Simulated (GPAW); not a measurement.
# MoGe2As4 monolayer in an electric field

Wanted: the out-of-plane polarisability of MoGe2As4 monolayer.

Main program and level: GPAW 26.7.0; GPAW, PAW setups; layer in a repeated cell with vacuum, relaxation of atoms and in-plane cell, in the first sound run; inputs show where later runs differ.

### Step 1. Starting point

The cell holds 7 atoms: 4 As, 2 Ge and 1 Mo. Cell: a = 3.730 Å, b = 3.730 Å, c = 27.119 Å, α = 90.0°, β = 90.0°, γ = 120.0°. Vacuum lies along c.

### Step 2. Relaxing the atoms

The atoms are relaxed first, since the surface dipole, and with it the work function, follows the positions of the outer layers.

Input file run.py:

```python
import json
import numpy as np
from ase import Atoms
from ase.filters import FrechetCellFilter
from ase.optimize import BFGS
from gpaw import GPAW, PW

slab = Atoms(
    ['As', 'Ge', 'As', 'Mo', 'As', 'Ge', 'As'],
    positions=[
        [0.00000, 0.00000, 9.00000],
        [-0.00000, 2.15352, 9.86300],
        [-0.00000, 2.15352, 12.18300],
        [0.00000, 0.00000, 13.55977],
        [-0.00000, 2.15352, 14.93654],
        [-0.00000, 2.15352, 17.25654],
        [0.00000, 0.00000, 18.11954]],
    cell=[[3.73, 0.0, 0.0], [-1.865, 3.23027, 0.0], [0.0, 0.0, 27.1195]],
    pbc=[True, True, True])

slab.calc = GPAW(mode=PW(600), xc='PBE', kpts={'size': (9, 9, 1), 'gamma': True},
                 occupations={'name': 'fermi-dirac', 'width': 0.05}, nbands='200%',
                 convergence={'density': 1e-05}, maxiter=200,
                 symmetry={'tolerance': 1e-3}, txt='slab.txt')
result = {}
# The in-plane cell is free; stress needs a cell that repeats along all three vectors
path = []
opt = BFGS(FrechetCellFilter(slab, mask=[1, 1, 0, 0, 0, 1]), maxstep=0.2)
opt.attach(lambda: path.append((slab.get_potential_energy(), slab.positions.tolist(), slab.get_forces().tolist())))
result['relaxed'] = bool(opt.run(fmax=0.02, steps=45))
result['path'] = path
result['cell'] = slab.cell.tolist()
print('in-plane lattice', slab.cell.cellpar().round(4)[[0, 1, 5]])
energy = slab.get_potential_energy()
fermi = slab.calc.get_fermi_level()
v = slab.calc.get_electrostatic_potential().mean((0, 1)) - fermi
n = slab.calc.get_pseudo_density().mean((0, 1))
L = slab.cell[2, 2]
z = np.arange(len(v)) * L / len(v)
low, high = slab.positions[:, 2].min(), slab.positions[:, 2].max()
below, above = np.interp([low - 6.8, high + 6.8], z, v)
slopes = [np.interp(x, z, np.gradient(v, z)) for x in (low - 6.8, high + 6.8)]
eps = np.array([[slab.calc.get_eigenvalues(k, s) for k in range(len(slab.calc.get_ibz_k_points()))]
                for s in range(slab.calc.get_number_of_spins())]) - fermi
top, bottom = eps[eps < 0].max(), eps[eps > 0].min()
dipole = slab.get_dipole_moment()[2]
print(f'energy {energy:.4f} eV, Fermi level {fermi:.4f} eV, dipole {dipole:.5f} e A')
print(f'potential 6.8 A off the faces, from the Fermi level: lower {below:.4f} eV, upper {above:.4f} eV')
print(f'slope of the potential there: lower {slopes[0]:.5f}, upper {slopes[1]:.5f} eV/A')
print(f'nearest levels on the mesh: {top:.4f} and {bottom:.4f} eV')
print('magnetic moment', round(slab.get_magnetic_moment(), 3))
result.update(energy=energy, fermi=fermi, dipole=dipole, below=below, above=above, slopes=slopes, edges=[top, bottom],
              z=z.tolist(), v=v.tolist(), n=n.tolist(), positions=slab.positions.tolist(),
              forces=slab.get_forces(apply_constraint=False).tolist(), moments=slab.get_magnetic_moments().tolist())
json.dump(result, open('result.json', 'w'))
```

Command:

```bash
$ OMP_NUM_THREADS=1 OPENBLAS_NUM_THREADS=1 python run.py
```

Output:

```text
Step          Energy          fmax
BFGS:    0      -38.064247        2.973107
BFGS:    1      -38.345273        2.465489
BFGS:    2      -38.816394        1.597248
BFGS:    3      -38.877194        1.257506
BFGS:    4      -39.104611        1.007587
BFGS:    5      -39.198693        1.020989
BFGS:    6      -39.262777        0.716386
BFGS:    7      -39.289178        0.372434
BFGS:    8      -39.307058        0.379214
BFGS:    9      -39.317617        0.355600
BFGS:   10      -39.325991        0.329329
BFGS:   11      -39.338526        0.328069
BFGS:   12      -39.349595        0.175392
BFGS:   13      -39.353306        0.052111
BFGS:   14      -39.353806        0.007593
in-plane lattice [  3.6824   3.6824 120.    ]
energy -39.3536 eV, Fermi level 0.6616 eV, dipole 0.00252 e A
potential 6.8 A off the faces, from the Fermi level: lower 4.7165 eV, upper 4.7148 eV
slope of the potential there: lower 0.00041, upper 0.00066 eV/A
nearest levels on the mesh: -0.2681 and 0.2420 eV
magnetic moment 0.0
```

The job ended after 33 min (1 thread of Arm Neoverse V2, shared host; peak memory 0.71 GiB).

This step gave:

* dipole along the normal: 0.002516 e·Å
* levels nearest the Fermi level on the mesh: -0.2681, 0.2420 eV from the Fermi level

The electrostatic potential energy of an electron (without an applied field's), less the Fermi level, planar mean oscillates, so the rows of the table below give means over windows of 1.86 Å about each position, cut where the curve ends. Its maxima inside the range that stand out by 2 % of the span (Å: eV): 9.1: -8.81, 10.9: 2.00, 12.8: -6.00, 14.3: -6.00, 16.2: 2.00, 18.1: -8.82. Its minima: 8.5: -14.0, 9.6: -13.5, 12.1: -12.8, 13.6: -16.4, 15.0: -12.8, 17.5: -13.5, 18.6: -14.0.

Electrostatic potential energy of an electron (without an applied field's), less the Fermi level, planar mean against z; means over each step:

| z (Å) | electrostatic potential energy of an electron (without an applied field's), less the Fermi level, planar mean (eV) |
| --- | --- |
| 0.93 | 4.72 |
| 2.79 | 4.72 |
| 4.65 | 4.71 |
| 6.51 | 4.23 |
| 8.37 | -7.79 |
| 10.23 | -4.64 |
| 12.09 | -7.03 |
| 13.95 | -10.8 |
| 15.81 | -3.17 |
| 17.67 | -9.65 |
| 19.53 | -1.80 |
| 21.39 | 4.66 |
| 23.25 | 4.71 |
| 25.11 | 4.71 |
| 26.97 | 4.72 |

The pseudo valence density, planar mean oscillates, so the rows of the table below give means over windows of 1 Å about each position, cut where the curve ends. Its maxima inside the range that stand out by 2 % of the span (Å: e/Å³): 8.0: 0.249, 9.0: 0.415, 10.2: 0.215, 11.7: 0.243, 13.6: 1.23, 15.4: 0.243, 16.9: 0.216, 18.1: 0.415, 19.2: 0.249. Its minima: 8.5: 0.179, 9.7: 0.0561, 10.8: 0.114, 12.0: 0.168, 15.1: 0.168, 16.3: 0.114, 17.5: 0.0561, 18.6: 0.179.

Table of pseudo valence density, planar mean by z; means over each step:

| z (Å) | pseudo valence density, planar mean (e/Å³) |
| --- | --- |
| 4 | 1.1e-5 |
| 5 | 1.7e-4 |
| 6 | 0.00271 |
| 7 | 0.0422 |
| 8 | 0.199 |
| 9 | 0.321 |
| 10 | 0.154 |
| 11 | 0.143 |
| 12 | 0.232 |
| 13 | 0.625 |
| 14 | 0.720 |
| 15 | 0.248 |
| 16 | 0.155 |
| 17 | 0.157 |
| 18 | 0.307 |
| 19 | 0.210 |
| 20 | 0.0563 |
| 21 | 0.00371 |
| 22 | 2.3e-4 |
| 23 | 1.5e-5 |

The relaxation lowered the energy of the cell by 1.29 eV (energies extrapolated to zero smearing; the optimiser's log prints free energies). The largest force left on a free atom is 0.0076 eV/Å.

### Step 3. The slab's potential

With the geometry fixed, the planar mean of the potential gives the vacuum level on each side.

This step: GPAW, PAW setups; slab in vacuum (GPAW 26.7.0).

The cell differs from the one that the last finished run ended in (c 27.119 → 28.227 Å).

Edit run.py of step 2 so:

```diff
@@ -3,4 +3,2 @@
 from ase import Atoms
-from ase.filters import FrechetCellFilter
-from ase.optimize import BFGS
 from gpaw import GPAW, PW
@@ -10,25 +8,18 @@
     positions=[
-        [0.00000, 0.00000, 9.00000],
-        [-0.00000, 2.15352, 9.86300],
-        [-0.00000, 2.15352, 12.18300],
-        [0.00000, 0.00000, 13.55977],
-        [-0.00000, 2.15352, 14.93654],
-        [-0.00000, 2.15352, 17.25654],
-        [0.00000, 0.00000, 18.11954]],
-    cell=[[3.73, 0.0, 0.0], [-1.865, 3.23027, 0.0], [0.0, 0.0, 27.1195]],
-    pbc=[True, True, True])
+        [0.00000, -0.00000, 9.00000],
+        [-0.00000, 2.12604, 10.18779],
+        [-0.00000, 2.12604, 12.64852],
+        [0.00000, -0.00000, 14.11343],
+        [-0.00000, 2.12604, 15.57835],
+        [-0.00000, 2.12604, 18.03908],
+        [-0.00000, 0.00000, 19.22687]],
+    cell=[[3.68241, 0.0, 0.0], [-1.8412, 3.18905, 0.0], [0.0, 0.0, 28.2269]],
+    pbc=[True, True, False])
 
-slab.calc = GPAW(mode=PW(600), xc='PBE', kpts={'size': (9, 9, 1), 'gamma': True},
+slab.calc = GPAW(mode=PW(400), xc='PBE', kpts={'size': (9, 9, 1), 'gamma': True},
                  occupations={'name': 'fermi-dirac', 'width': 0.05}, nbands='200%',
                  convergence={'density': 1e-05}, maxiter=200,
+                 poissonsolver={'dipolelayer': 'xy'},
                  symmetry={'tolerance': 1e-3}, txt='slab.txt')
 result = {}
-# The in-plane cell is free; stress needs a cell that repeats along all three vectors
-path = []
-opt = BFGS(FrechetCellFilter(slab, mask=[1, 1, 0, 0, 0, 1]), maxstep=0.2)
-opt.attach(lambda: path.append((slab.get_potential_energy(), slab.positions.tolist(), slab.get_forces().tolist())))
-result['relaxed'] = bool(opt.run(fmax=0.02, steps=45))
-result['path'] = path
-result['cell'] = slab.cell.tolist()
-print('in-plane lattice', slab.cell.cellpar().round(4)[[0, 1, 5]])
 energy = slab.get_potential_energy()
```

Output:

```text
energy -39.3194 eV, Fermi level 0.4508 eV, dipole 0.00093 e A
potential 6.8 A off the faces, from the Fermi level: lower 4.7100 eV, upper 4.7215 eV
slope of the potential there: lower -0.00019, upper 0.00019 eV/A
nearest levels on the mesh: -0.2678 and 0.2417 eV
magnetic moment 0.0
```

The job ended after 65 s (1 thread; peak memory 0.27 GiB).

Numbers from this step:

```yaml
dipole_along_the_normal: 9.31e-4 e·Å
levels_nearest_the_fermi_level_on_the_mesh: -0.2678, 0.2417 eV from the Fermi level
upper_work_function: 4.721 eV
lower_work_function: 4.710 eV
upper_ionisation_energy: 4.989 eV
```

The electrostatic potential energy of an electron (without an applied field's), less the Fermi level, planar mean oscillates, so the rows of the table below give means over windows of 1.78 Å about each position, cut where the curve ends. Its maxima inside the range that stand out by 2 % of the span (Å: eV): 9.6: -8.82, 11.4: 1.99, 13.3: -6.02, 14.9: -6.01, 16.8: 1.99, 18.6: -8.81. Its minima: 9.0: -13.9, 10.1: -13.5, 12.6: -12.8, 14.1: -16.5, 15.6: -12.8, 18.1: -13.5, 19.2: -13.9.

Electrostatic potential energy of an electron (without an applied field's), less the Fermi level, planar mean against z; means over each step:

| z (Å) | electrostatic potential energy of an electron (without an applied field's), less the Fermi level, planar mean (eV) |
| --- | --- |
| 0.89 | 4.71 |
| 2.67 | 4.71 |
| 4.45 | 4.71 |
| 6.23 | 4.66 |
| 8.01 | -0.319 |
| 9.79 | -11.0 |
| 11.57 | -1.41 |
| 13.35 | -10.8 |
| 15.13 | -9.69 |
| 16.91 | -1.31 |
| 18.69 | -11.4 |
| 20.47 | 1.84 |
| 22.25 | 4.70 |
| 24.03 | 4.72 |
| 25.81 | 4.72 |
| 27.59 | 4.72 |

The pseudo valence density, planar mean oscillates, so the rows of the table below give means over windows of 1.05 Å about each position, cut where the curve ends. Its maxima inside the range that stand out by 2 % of the span (Å: e/Å³): 8.6: 0.252, 9.6: 0.419, 10.7: 0.223, 12.1: 0.236, 14.0: 1.17, 16.1: 0.236, 17.6: 0.223, 18.6: 0.419, 19.7: 0.252. Its minima: 9.0: 0.172, 10.2: 0.0584, 11.3: 0.115, 12.5: 0.174, 15.7: 0.174, 16.9: 0.115, 18.0: 0.0584, 19.2: 0.172.

Table of pseudo valence density, planar mean by z; means over each step:

| z (Å) | pseudo valence density, planar mean (e/Å³) |
| --- | --- |
| 4.73 | 1.8e-5 |
| 5.78 | 3.2e-4 |
| 6.83 | 0.00602 |
| 7.88 | 0.0921 |
| 8.93 | 0.245 |
| 9.98 | 0.243 |
| 11.03 | 0.155 |
| 12.08 | 0.191 |
| 13.13 | 0.360 |
| 14.18 | 0.887 |
| 15.23 | 0.316 |
| 16.28 | 0.182 |
| 17.33 | 0.158 |
| 18.38 | 0.267 |
| 19.43 | 0.227 |
| 20.48 | 0.0712 |
| 21.53 | 0.00433 |
| 22.58 | 2.3e-4 |
| 23.63 | 1.3e-5 |

The layer is gapped, so the Fermi level lies somewhere inside the gap, set by smearing and numerics, and these work functions are no property of the material; the band edges below the vacuum level are. The potential is flat to 1.9e-4 eV/Å where it is read, so the vacuum is wide enough.

### Step 4. In a field

A uniform field along the normal polarises the slab; the atoms stay fixed, so this is the electronic response alone.

Edit run.py of step 3 so:

```diff
@@ -4,2 +4,3 @@
 from gpaw import GPAW, PW
+from gpaw.external import ConstantElectricField
 
@@ -22,2 +23,3 @@
                  poissonsolver={'dipolelayer': 'xy'},
+                 external=ConstantElectricField(-0.2, [0, 0, 1]),
                  symmetry={'tolerance': 1e-3}, txt='slab.txt')
```

Output:

```text
energy -39.3354 eV, Fermi level 0.4500 eV, dipole -0.15996 e A
potential 6.8 A off the faces, from the Fermi level: lower 3.4854 eV, upper 5.9514 eV
slope of the potential there: lower -0.00021, upper 0.00016 eV/A
nearest levels on the mesh: -0.2675 and 0.2407 eV
magnetic moment 0.0
```

The job ended after 5.4 min (1 thread; peak memory 0.49 GiB).

This step gave:

```
dipole along the normal                                         : -0.1600 e·Å
levels nearest the Fermi level on the mesh                      : -0.2675, 0.2407 eV from the Fermi level
potential below the slab, the applied field's own ramp left out : 3.485 eV from the Fermi level
potential above the slab, the applied field's own ramp left out : 5.951 eV from the Fermi level
```

The electrostatic potential energy of an electron (without an applied field's), less the Fermi level, planar mean oscillates, so the rows of the table below give means over windows of 1.83 Å about each position, cut where the curve ends. Its maxima inside the range that stand out by 2 % of the span (Å: eV): 9.6: -9.67, 11.5: 1.49, 13.3: -6.18, 14.9: -5.85, 16.8: 2.51, 18.6: -7.96, 26.4: 5.95. Its minima: 9.0: -14.9, 10.1: -14.3, 12.6: -13.1, 14.1: -16.5, 15.6: -12.5, 18.1: -12.8, 19.2: -12.9.

The electrostatic potential energy of an electron (without an applied field's), less the Fermi level, planar mean by z; means over each step:

| z (Å) | electrostatic potential energy of an electron (without an applied field's), less the Fermi level, planar mean (eV) |
| --- | --- |
| 0.92 | 3.61 |
| 2.75 | 3.49 |
| 4.58 | 3.48 |
| 6.41 | 3.42 |
| 8.23 | -3.74 |
| 10.07 | -10.0 |
| 11.89 | -3.73 |
| 13.73 | -10.9 |
| 15.55 | -6.93 |
| 17.38 | -3.63 |
| 19.21 | -7.49 |
| 21.05 | 5.26 |
| 22.88 | 5.94 |
| 24.70 | 5.95 |
| 26.54 | 5.95 |

Force by atom:

| atom | x (eV/Å) | y (eV/Å) | z (eV/Å) | size |
| --- | --- | --- | --- | --- |
| As1 | 0.0000 | 0.0000 | 0.0053 | 0.0053 |
| Ge2 | 0.0000 | 0.0000 | -0.0231 | 0.0231 |
| As3 | 0.0000 | 0.0000 | -0.0205 | 0.0205 |
| Mo4 | -0.0001 | 0.0001 | 0.0552 | 0.0552 |
| As5 | 0.0000 | 0.0000 | -0.0228 | 0.0228 |
| Ge6 | 0.0000 | 0.0000 | -0.0059 | 0.0059 |
| As7 | 0.0000 | 0.0000 | 0.0109 | 0.0109 |

The dipole is now -0.160 e Å, against 9.3e-4 in the run without a field.

### Step 5. Field on

Edit run.py of step 4 so:

```diff
@@ -23,3 +23,3 @@
                  poissonsolver={'dipolelayer': 'xy'},
-                 external=ConstantElectricField(-0.2, [0, 0, 1]),
+                 external=ConstantElectricField(-0.1, [0, 0, 1]),
                  symmetry={'tolerance': 1e-3}, txt='slab.txt')
```

Output:

```text
energy -39.3235 eV, Fermi level 0.4507 eV, dipole -0.07999 e A
potential 6.8 A off the faces, from the Fermi level: lower 4.0997 eV, upper 5.3329 eV
slope of the potential there: lower -0.00019, upper 0.00017 eV/A
nearest levels on the mesh: -0.2677 and 0.2415 eV
magnetic moment 0.0
```

The job ended after 5.5 min (1 thread; peak memory 0.49 GiB).

Numbers from this step:

```
dipole along the normal                                         : -0.07999 e·Å
levels nearest the Fermi level on the mesh                      : -0.2677, 0.2415 eV from the Fermi level
potential below the slab, the applied field's own ramp left out : 4.100 eV from the Fermi level
potential above the slab, the applied field's own ramp left out : 5.333 eV from the Fermi level
```

The electrostatic potential energy of an electron (without an applied field's), less the Fermi level, planar mean oscillates, so the rows of the table below give means over windows of 1.78 Å about each position, cut where the curve ends. Its maxima inside the range that stand out by 2 % of the span (Å: eV): 9.6: -9.24, 11.5: 1.74, 13.3: -6.09, 14.9: -5.93, 16.8: 2.25, 18.6: -8.38. Its minima: 9.0: -14.4, 10.1: -13.9, 12.6: -12.9, 14.1: -16.5, 15.6: -12.7, 18.1: -13.1, 19.2: -13.4.

Table of electrostatic potential energy of an electron (without an applied field's), less the Fermi level, planar mean by z; means over each step:

z (Å), electrostatic potential energy of an electron (without an applied field's), less the Fermi level, planar mean (eV) and a bar from the least value:
```
     0.89        4.2 ############################
     2.67        4.1 ############################
     4.45        4.1 ############################
     6.23        4.1 ############################
     8.01       -0.9 ###################
     9.79      -11.4 
    11.57       -1.7 #################
    13.35      -10.9 #
    15.13       -9.6 ###
    16.91       -1.0 ###################
    18.69      -11.0 #
    20.47        2.4 #########################
    22.25        5.3 ##############################
    24.03        5.3 ##############################
    25.81        5.3 ##############################
    27.59        5.3 ##############################
```

The dipole is now -0.0800 e Å, against 9.3e-4 in the run without a field.

### Step 6. In a field

Edit run.py of step 5 so:

```diff
@@ -23,3 +23,3 @@
                  poissonsolver={'dipolelayer': 'xy'},
-                 external=ConstantElectricField(-0.1, [0, 0, 1]),
+                 external=ConstantElectricField(-0.05, [0, 0, 1]),
                  symmetry={'tolerance': 1e-3}, txt='slab.txt')
```

Output:

```text
energy -39.3205 eV, Fermi level 0.4509 eV, dipole -0.04000 e A
potential 6.8 A off the faces, from the Fermi level: lower 4.4075 eV, upper 5.0241 eV
slope of the potential there: lower -0.00019, upper 0.00018 eV/A
nearest levels on the mesh: -0.2678 and 0.2417 eV
magnetic moment 0.0
```

The job ended after 5.5 min (1 thread; peak memory 0.49 GiB).

### Step 7. Field on

Edit run.py of step 6 so:

```diff
@@ -23,3 +23,3 @@
                  poissonsolver={'dipolelayer': 'xy'},
-                 external=ConstantElectricField(-0.05, [0, 0, 1]),
+                 external=ConstantElectricField(0.05, [0, 0, 1]),
                  symmetry={'tolerance': 1e-3}, txt='slab.txt')
```

Output:

```text
energy -39.3205 eV, Fermi level 0.4509 eV, dipole 0.04000 e A
potential 6.8 A off the faces, from the Fermi level: lower 5.0241 eV, upper 4.4075 eV
slope of the potential there: lower -0.00018, upper 0.00019 eV/A
nearest levels on the mesh: -0.2678 and 0.2417 eV
magnetic moment 0.0
```

Elapsed: 5.2 min, on 1 thread; peak memory 0.49 GiB.

(Part 1 of 2 ends here.)

[Logs are printed without paths, hosts, clocks, repeated set-up lines and the standing remarks that a program may print on its own settings, such as how far it seeks lower states.]

[Hosts, paths, dates, database ids (printed as entryN), source tags and the programs' standing remarks are cut or masked in the printed files.]
